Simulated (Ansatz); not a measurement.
# Random alloy of the diamond Si-Ge line, x = 0.625 (64 atoms): geometry optimisation, part 3 of 3

How does random alloy of the diamond Si-Ge line, x = 0.625 (64 atoms) relax, and what do bonds, charges and levels look like afterwards?

Ansatz 0.2.0; Kohn-Sham DFT, PBE, PAW (set soft_2), plane waves.

The cell: 24 Si and 40 Ge. The host structure and its lattice constant were typed by rule, without a check against the phase diagram. Only the Γ point is sampled in the main run, in a cell whose shortest periodic width is 11 Å.

So far. Step 3 (Cell and atoms relaxed): The relaxation changed the energy by -17.3 meV/atom, and atoms moved by 0.061 Å r.m.s., 0.10 Å at most. Step 6 (K-mesh 2×2×2): Forces differ from those of the single point at the relaxed geometry by 14 meV/Å r.m.s.; the energy by -120 meV/atom, the pressure by -0.22 GPa and the gap by +0.0055 eV. It took roughly 9.8 times the reference's time (one timing each, with unlike analyses asked), in 10 cycles against 9.

## Step 7: Functional HSE06

HSE06 mixes in a quarter of exact exchange at short range, which counters self-interaction, at a higher cost.

This step: Kohn-Sham DFT, HSE06, PAW (set soft_2), plane waves (Ansatz 0.2.0).

The input, input.yaml:

```yaml
crystal:
  lattice:
    - [11.28458, 0.00079, -0.00264]
    - [0.00079, 11.28963, -0.00178]
    - [-0.00264, -0.00178, 11.29112]
  atoms:
    [... the 64 atom lines of step 5 ...]
kpoints:
  mp_grid: { grid: [1, 1, 1] }
hamiltonian:
  xc: hse06
scf:
  occupations: { method: fermi_dirac, width: 0.025 }
output:
  forces: true
  stress: true
  populations: true
  dos:
    method: { smearing: { sigma: 0.08 } }
    de: 0.05
    projected: { site_lists: { Ge: [Ge], Si: [Si] } }
  eigenvalues: true
```

On the command line:

```console
$ ansatz run input.yaml --threads 4 --pin off --max-ram 8192MiB --backend cpu --events-out ev --progress --plain --runs-dir out
```

What it wrote:

```text
Warning: output.stress: scf.convergence.dr2_threshold = 1e-7 eV (the SCF's general default) is looser than the 1.6e-9 eV advised for a printed stress (1e-10 eV for each atom of the cell: 64, of which 16 are counted). What an SCF threshold leaves in a stress goes as its square root, and in the free energy as the threshold itself, and one threshold admits the most on a small cell: [...]
Warning: output.stress: scf.exx.energy_threshold = 1e-6 eV is looser than the 1.6e-7 eV advised for a stress under a hybrid functional (1e-8 eV for each atom of the cell: 64, of which 16 are counted). Every SCF of the exchange loop can meet its threshold on dr2 while the loop round them stops early: [...]
exact exchange: scf.exx.singularity resolves to wigner_seitz, which cuts the screened interaction at the faces of the exchange supercell's Wigner-Seitz cell, so that each pair interacts once, at the shortest of its separations (the periodic images that this leaves out come, [...]
[...]
Crystal: 64 atoms, lattice volume = 1438.474 Å³
Basis set: ecut = 420 eV, 28133 PW (Γ), exchange–correlation on 160×160×160 points (8 copies of the dense FFT grid, shifted against one another)
Bands: 394, of which v1, the nominal top of the filled ones, is band 328 counted from 1 (327 counted from 0)
Symmetry: 1 space group operations
[...]
k-points: 1
[...]
SCF iter   1: F=—  HF=-187049.740663 eV  |F-HF|=—  |Δ(HF+E_count)|=         —  Δρ=1.79e-3  dr2=1.02e-1  ethr=1.77e-3  ⟨swp⟩=20.0  Hψ=1915  notcnv=10
[...]
SCF iter   7: F=—  HF=-187049.757142 eV  |F-HF|=—  |Δ(HF+E_count)|=   1.14e-5  Δρ=4.33e-5  dr2=1.85e-5  ethr=1.87e-8  ⟨swp⟩=5.0  Hψ=832  notcnv=0  defer=7
SCF iter   8: F=-187049.757151 eV  HF=-187049.757148 eV  |F-HF|=2.65e-6  |Δ(HF+E_count)|=   6.04e-6  Δρ=2.06e-5  dr2=3.24e-6  ethr=2.82e-9  ⟨swp⟩=5.0  Hψ=862  notcnv=0  defer=3
SCF 1 stopped early in 8 iterations: F = -187049.757151 eV  dr2 = 3.24e-6
[...]
Exchange kernel: α = 0.2500, screened, ω = 0.2079 Å⁻¹, Wigner–Seitz truncation, v(0) = 958.1550 eV·Å³, q-mesh 1×1×1, nearest image of the exchange supercell L = 11.28 Å, pair-density grid 50×50×50, without the augmentation charges, whose exchange is taken in its separable form (sized by the pseudopotential files, [...]
Frozen-core exchange: fock
SCF iter   1: F=—  HF=-187097.275577 eV  |F-HF|=—  |Δ(HF+E_count)|=         —  Δρ=9.81e-3  dr2=5.10e-1  ethr=4.94e-9  ⟨swp⟩=19.0  Hψ=2861  notcnv=0
[...]
SCF iter   8: F=—  HF=-187097.095532 eV  |F-HF|=—  |Δ(HF+E_count)|=   4.69e-4  Δρ=6.43e-5  dr2=1.32e-4  ethr=4.94e-9  ⟨swp⟩=5.0  Hψ=1281  notcnv=0
SCF iter   9: F=-187097.095449 eV  HF=-187097.095515 eV  |F-HF|=6.53e-5  |Δ(HF+E_count)|=   1.68e-5  Δρ=2.93e-5  dr2=9.19e-5  ethr=4.94e-9  ⟨swp⟩=5.0  Hψ=892  notcnv=0
SCF 2 stopped early in 9 iterations: F = -187097.095449 eV  dr2 = 9.19e-5
  Residual-converged pass: ⟨swp⟩=4.0  Hψ=1108  notcnv=0  max |occ|·‖R‖ = 6.2e-6 eV (tolerance 6.7e-6 eV)  dr2=9.55e-5  dr2_onsite=1.04e-6  max |Δocc| = 4.5e-15
[...]
hybrid outer 1: dexx = +2.634e-1 eV, tail = 9.54e-4 eV
[...]
Frozen-core exchange: fock
SCF iter   1: F=—  HF=-187097.102767 eV  |F-HF|=—  |Δ(HF+E_count)|=         —  Δρ=6.30e-5  dr2=5.26e-5  ethr=7.27e-7  ⟨swp⟩=11.0  Hψ=1033  notcnv=0
[...]
SCF iter   7: F=—  HF=-187097.102784 eV  |F-HF|=—  |Δ(HF+E_count)|=   2.82e-7  Δρ=4.18e-7  dr2=1.80e-8  ethr=1.80e-11  ⟨swp⟩=7.0  Hψ=970  notcnv=0  defer=8
SCF iter   8: F=-187097.102784 eV  HF=-187097.102784 eV  |F-HF|=9.90e-10  |Δ(HF+E_count)|=   3.00e-9  Δρ=1.77e-7  dr2=2.22e-9  ethr=2.28e-12  ⟨swp⟩=4.0  Hψ=780  notcnv=0
SCF 3 converged in 8 iterations: F = -187097.102784 eV  dr2 = 2.22e-9
[...]
hybrid outer 2: dexx = +1.979e-5 eV, tail = 1.27e-7 eV, Δε = 3.32e-3 eV (about 5.38e-5 eV left of the loop's levels), ΔF = 7.71e-3 eV/Å (tail 8.12e-4)
[...]
Frozen-core exchange: fock
SCF iter   1: F=—  HF=-187097.102784 eV  |F-HF|=—  |Δ(HF+E_count)|=         —  Δρ=8.20e-7  dr2=1.11e-8  ethr=9.65e-11  ⟨swp⟩=20.0  Hψ=1352  notcnv=13
[...]
SCF iter   2: F=-187097.102784 eV  HF=-187097.102784 eV  |F-HF|=7.57e-10  |Δ(HF+E_count)|=   3.67e-9  Δρ=2.08e-7  dr2=1.87e-9  ethr=4.50e-12 (applied; sched 1.52e-12)  ⟨swp⟩=3.0  Hψ=981  notcnv=0
SCF 4 converged in 2 iterations: F = -187097.102784 eV  dr2 = 1.87e-9
[...]
hybrid SCF converged: 3 outer / 19 inner (+8 warm-up), last move |dexx| = 6.84e-9 eV, tail = 4.15e-9 eV
Stability not checked: this state was not tested for a lower state beside it, because the functional holds exact exchange (a hybrid, or Hartree-Fock), whose exchange loop this test does not read (fock_operator; see scf.lower_state_search)
Free energy (F): -187097.102784 eV
Frozen-core exchange: fock
[...]
Internal energy: -187097.102784 eV  (E = F + TS)
E sigma→0 (E₀):  -187097.102784 eV
Fermi energy:    7.537662 eV
[...]
Σ components = -187097.102784   (vs F -187097.102784, Δ=-2.91e-11)
--- Forces (eV/Å), atoms counted from 1 ---
  atom   1  Si    -0.06730297    -0.00707940     0.00793311
  atom   2  Si     0.03478527     0.03449623     0.03183926
  atom   3  Ge    -0.04059407     0.03656914     0.03897424
  atom   4  Ge    -0.00477897     0.00108123     0.00647892
[...]
atom  64  Si    -0.01534566     0.00615786     0.00480363
  max |Σ_I F_I| component: 2.94e-4 eV/Å
--- Stress (GPa, compression-positive) ---
       -2.110460      -0.007484       0.017614
       -0.007484      -2.141942       0.008552
        0.017614       0.008552      -2.152684
  P = ⅓ Tr σ = -2.1350 GPa (-21.350 kbar)
--- Band table (eV) ---
[...]
--- Löwdin populations: 64 sites ---
  site symbol       q [e]
     0     Si      3.9283
     1     Si      3.9112
     2     Ge     13.9959
[...]
63     Si      3.8996
  spilling = 0.002658 (of n_electrons = 656.000000)
```

Wall time 6.1 min (4 threads of Arm Neoverse V2, shared host); peak memory 4.3 GiB.

The program notes that the exchange threshold is loose for the stress and the SCF threshold is loose for the stress.

Geometry and reference: those of the single point at the relaxed geometry.

Forces differ from those of the single point at the relaxed geometry by 35 meV/Å r.m.s.; the pressure by -2.1 GPa and the gap by +0.70 eV. It took roughly 18 times the reference's time (one timing each, with unlike analyses asked), in 27 cycles against 9.

Read from the output:

- free energy: -187097.1028 eV
- free energy per atom: -2923.3922 eV/atom
- SCF cycles: 27
- pressure: -2.135 GPa
- r.m.s. force component: 0.03538 eV/Å
- longest force: 0.08716 eV/Å
- Fermi energy: 7.538 eV
- gap (highest filled to lowest empty level): 1.064 eV
- spilling of the projection: 0.002658

Length of the force by element and coordination:

| element | coordination | atoms | mean length of the force (eV/Å) | spread | least | most |
| --- | --- | --- | --- | --- | --- | --- |
| Ge | all | 40 | 0.0572 | 0.0223 | 0.0072 | 0.0872 |
| Si | all | 24 | 0.0593 | 0.0144 | 0.0172 | 0.0793 |

Löwdin charges by element and coordination (they lack the spilled electrons, 0.027 e an atom on average):

| element | coordination | atoms | mean charge (e) | spread | least | most |
| --- | --- | --- | --- | --- | --- | --- |
| Ge | all | 40 | -0.0018 | 0.0166 | -0.0446 | 0.027 |
| Si | all | 24 | 0.0757 | 0.0148 | 0.0485 | 0.100 |

Charge against the make-up of the first shell:

```
Si neighbours of Ge  atoms  mean charge (e)
                  0      6            0.023
                  1     18            0.005
                  2     11           -0.013
                  3      4            -0.03
                  4      1           -0.045
```

States in the cell by windows of 1 eV, zero at the Fermi level; the larger projections on atomic orbitals stand beside the total:

```csv
from (eV),to (eV),total,Ge p,Si p,Ge s,Si s
-10,-9,36.0,7.8,5.2,14.6,8.2
-9,-8,8.0,3.3,2.0,1.6,1.0
-8,-7,17.1,4.6,3.8,6.0,2.4
-7,-6,6.9,2.5,1.2,1.0,2.2
-6,-5,7.4,1.6,2.0,2.5,1.2
-5,-4,52.6,29.9,18.6,1.9,1.8
-4,-3,12.0,7.4,4.5,0.0,0.0
-3,-2,45.2,26.2,18.6,0.0,0.0
-2,-1,18.8,14.8,3.9,0.0,0.0
-1,0,6.0,4.1,1.7,0.0,0.0
0,1,20.0,5.2,4.5,5.8,2.6
1,2,14.7,5.6,3.1,3.0,2.1
2,3,31.5,13.4,8.2,4.3,2.3
3,4,25.2,9.8,6.3,1.7,1.4
```

Between -26 and -10 eV lie 46 more states.

The levels nearest the highest filled one (over half full), pooled over k-points and spins:

```csv
level less the highest filled one (eV),occupation
-1.26,2
-1.21,2
-1.18,2
-0.0138,2
-0.0082,2
0,2
1.06,0
1.09,0
1.17,0
1.22,0
1.24,0
1.28,0
```

## Step 8: Functional r2SCAN (500 eV)

The meta-GGA r2SCAN uses the kinetic energy density as well as the density and its gradient. Besides, the cutoff goes from 420 to 500 eV.

This step: Kohn-Sham DFT, r2SCAN, PAW (set soft_2), plane waves (Ansatz 0.2.0).

input.yaml: that of step 7 with these lines changed.

```diff
@@ -10,3 +10,3 @@
 hamiltonian:
-  xc: hse06
+  xc: r2scan
 scf:
```

What it wrote:

```text
[...]
Crystal: 64 atoms, lattice volume = 1438.474 Å³
Basis set: ecut = 500 eV, 36377 PW (Γ), exchange–correlation on 360×360×360 points (64 copies of the dense FFT grid, shifted against one another)
Bands: 394, of which v1, the nominal top of the filled ones, is band 328 counted from 1 (327 counted from 0)
Symmetry: 1 space group operations
[...]
k-points: 1
[...]
SCF iter   1: F=—  HF=-187445.052259 eV  |F-HF|=—  |Δ(HF+E_count)|=         —  Δρ=7.20e-3  dr2=6.99e-1  dr2_τ=2.26e-1  ethr=1.77e-3  ⟨swp⟩=6.0  Hψ=1392  notcnv=0  defer=33
[...]
SCF iter   7: F=—  HF=-187445.357783 eV  |F-HF|=—  |Δ(HF+E_count)|=   1.07e-3  Δρ=1.00e-5  dr2=1.27e-6  dr2_τ=2.11e-8  ethr=1.63e-9  ⟨swp⟩=2.0  Hψ=673  notcnv=0  defer=49
SCF iter   8: F=-187445.357782 eV  HF=-187445.357782 eV  |F-HF|=2.28e-8  |Δ(HF+E_count)|=   9.02e-7  Δρ=2.74e-6  dr2=9.76e-8  dr2_τ=1.64e-9  ethr=1.52e-11  ⟨swp⟩=12.0  Hψ=2504  notcnv=0
SCF 1 converged in 8 iterations: F = -187445.357782 eV  dr2 = 9.76e-8
[...]
SCF converged after 8 iterations
Free energy (F): -187445.357782 eV
[...]
Internal energy: -187445.357774 eV  (E = F + TS)
E sigma→0 (E₀):  -187445.357778 eV
Entropy (-TS):   -0.000008 eV (-0.000 meV/atom)
Fermi energy:    7.522377 eV
[...]
Σ components = -187445.357782   (vs F -187445.357782, Δ=0.00e0)
--- Forces (eV/Å), atoms counted from 1 ---
  atom   1  Si    -0.08174219    -0.00444498     0.01152339
  atom   2  Si     0.03966365     0.04553743     0.04151669
  atom   3  Ge    -0.03571200     0.03465206     0.04086600
  atom   4  Ge    -0.00495087     0.00055695     0.00694279
[...]
atom  64  Si    -0.01279300     0.01045971    -0.00049327
  max |Σ_I F_I| component: 1.09e-5 eV/Å
--- Stress (GPa, compression-positive) ---
       -2.366629      -0.011509       0.020640
       -0.011509      -2.385661       0.009131
        0.020640       0.009131      -2.388050
  P = ⅓ Tr σ = -2.3801 GPa (-23.801 kbar)
--- Band table (eV) ---
[...]
--- Löwdin populations: 64 sites ---
  site symbol       q [e]
     0     Si      3.9149
     1     Si      3.8896
     2     Ge     14.0031
[...]
63     Si      3.8712
  spilling = 0.002703 (of n_electrons = 656.000000)
```

Elapsed: 47 s, on 4 threads; peak memory 4.2 GiB.

Geometry and reference: those of the single point at the relaxed geometry.

Forces differ from those of the single point at the relaxed geometry by 38 meV/Å r.m.s.; the pressure by -2.4 GPa and the gap by +0.27 eV. It took roughly 2.4 times the reference's time (one timing each, with unlike analyses asked), in 8 cycles against 9.

## Step 9: Functional PBEsol

PBEsol restores the gradient expansion of exchange for slowly varying densities and usually gives shorter bonds in solids than PBE.

This step: Kohn-Sham DFT, PBEsol, PAW (set soft_2), plane waves (Ansatz 0.2.0).

input.yaml: that of step 8 with these lines changed.

```diff
@@ -10,3 +10,3 @@
 hamiltonian:
-  xc: r2scan
+  xc: pbesol
 scf:
```

What it wrote:

```text
[...]
Crystal: 64 atoms, lattice volume = 1438.474 Å³
Basis set: ecut = 420 eV, 28133 PW (Γ), exchange–correlation on 160×160×160 points (8 copies of the dense FFT grid, shifted against one another)
Bands: 394, of which v1, the nominal top of the filled ones, is band 328 counted from 1 (327 counted from 0)
Symmetry: 1 space group operations
[...]
k-points: 1
[...]
SCF iter   1: F=—  HF=-185046.330816 eV  |F-HF|=—  |Δ(HF+E_count)|=         —  Δρ=1.65e-3  dr2=1.64e-1  ethr=1.77e-3  ⟨swp⟩=6.0  Hψ=1392  notcnv=0  defer=29
[...]
SCF iter   7: F=—  HF=-185046.271094 eV  |F-HF|=—  |Δ(HF+E_count)|=   1.69e-6  Δρ=5.48e-6  dr2=1.50e-6  ethr=1.19e-9  ⟨swp⟩=2.0  Hψ=674  notcnv=0  defer=49
SCF iter   8: F=-185046.271094 eV  HF=-185046.271094 eV  |F-HF|=8.04e-8  |Δ(HF+E_count)|=   1.69e-7  Δρ=2.28e-6  dr2=9.62e-8  ethr=1.52e-11  ⟨swp⟩=13.0  Hψ=2486  notcnv=0
SCF 1 converged in 8 iterations: F = -185046.271094 eV  dr2 = 9.62e-8
[...]
SCF converged after 8 iterations
Free energy (F): -185046.271094 eV
[...]
Internal energy: -185046.267372 eV  (E = F + TS)
E sigma→0 (E₀):  -185046.269233 eV
Entropy (-TS):   -0.003722 eV (-0.058 meV/atom)
Fermi energy:    7.409498 eV
[...]
Σ components = -185046.271094   (vs F -185046.271094, Δ=0.00e0)
--- Forces (eV/Å), atoms counted from 1 ---
  atom   1  Si    -0.05077698     0.00665573     0.01369081
  atom   2  Si     0.02487775     0.02786892     0.02609923
  atom   3  Ge    -0.01306281     0.01681650     0.01813226
  atom   4  Ge    -0.00919486     0.00208513     0.00911967
[...]
atom  64  Si    -0.00787389     0.00836508     0.00332240
  max |Σ_I F_I| component: 3.29e-6 eV/Å
--- Stress (GPa, compression-positive) ---
       -2.479476      -0.013564       0.014886
       -0.013564      -2.482973       0.006703
        0.014886       0.006703      -2.480919
  P = ⅓ Tr σ = -2.4811 GPa (-24.811 kbar)
--- Band table (eV) ---
[...]
--- Löwdin populations: 64 sites ---
  site symbol       q [e]
     0     Si      3.9220
     1     Si      3.8955
     2     Ge     14.0051
[...]
63     Si      3.8841
  spilling = 0.002378 (of n_electrons = 656.000000)
```

The job ended after 18 s (4 threads; peak memory 1.8 GiB; 69 s of CPU time).

Geometry and reference: those of the single point at the relaxed geometry.

Forces differ from those of the single point at the relaxed geometry by 23 meV/Å r.m.s.; the pressure by -2.5 GPa and the gap by -0.072 eV.

## Step 10: The ladder side by side

Each row is set against the single point at the relaxed geometry (Kohn-Sham DFT, PBE, PAW (set soft_2), plane waves; r.m.s. force component 0.00518 eV/Å). Energies are set beside the reference only for runs with its functional, potentials and electron count. Times are for 4 threads of Arm Neoverse V2, shared host. The reference's time includes grids, which some other runs skip.

```csv
run,"Δ force, r.m.s. (meV/Å)",Δ energy (meV/atom),Δ pressure (GPa),Δ gap (eV),cycles,time,host memory (GiB)
reference,-,-,-,-,9,20 s,1.8
k-mesh 2×2×2,13.7,-120,-0.224,0.0055,10,3.3 min,6.3
functional HSE06,34.7,-,-2.13,0.701,27,6.1 min,4.3
functional r2SCAN (500 eV),37.6,-,-2.38,0.271,8,47 s,4.2
functional PBEsol,22.9,-,-2.48,-0.0725,8,18 s,1.8
```

## Step 11: Summary of results

```yaml
energy_change_in_the_relaxation: -17.32 meV/atom
r_m_s_displacement: 0.061 Å
largest_displacement: 0.105 Å
free_energy_per_atom: -2922.6528 eV/atom
density: 4.132 g/cm³
pressure: -0.0005055 GPa
r_m_s_force_component: 0.00518 eV/Å
spacing_of_highest_filled_and_lowest_empty_level: 0.3632 eV
wall_time_of_the_7_dft_runs: 12 min
```

**Reading.** Relaxation lowers the energy by 17.3 meV/atom and moves atoms by 0.061 Å r.m.s.; the r.m.s. force component goes from 0.39 to 0.0052 eV/Å. Displacements are taken in the final cell, so they leave out its strain. By the final cutoffs no bond was broken or made. The cell shrank by 0.4 % in volume. From the first step to the last the energy fell by 1.109 eV, across changes of basis, and the largest move was 0.10 Å (Si57 and 1 other atom alike). The Si-Si bonds change most in mean length: from 2.446 Å (spread 0.023) to 2.390 Å (spread 0.007). Counting bonds as in the table, all Ge atoms have 4 and all Si atoms have 4 bonded neighbours. Between filled and empty levels lie 0.363 eV (at Γ alone); a semilocal functional tends to put such gaps too low.

Among the changes of functional, dispersion, potentials or spin, functional r2SCAN (500 eV) moves the forces most, by 38 meV/Å r.m.s. The gap changes by +0.70 eV with HSE06.

[Long decimals in the printed logs are rounded to 6 places.]

[Logs are printed without paths, hosts, clocks, repeated set-up lines and the standing remarks that a program may print on its own settings, such as how far it seeks lower states.]

[Hosts, paths, dates, database ids (printed as entryN), source tags and the programs' standing remarks are cut or masked in the printed files.]

[A walk said to have stopped at its limit may instead have ended on an SCF cycle that didn't converge.]
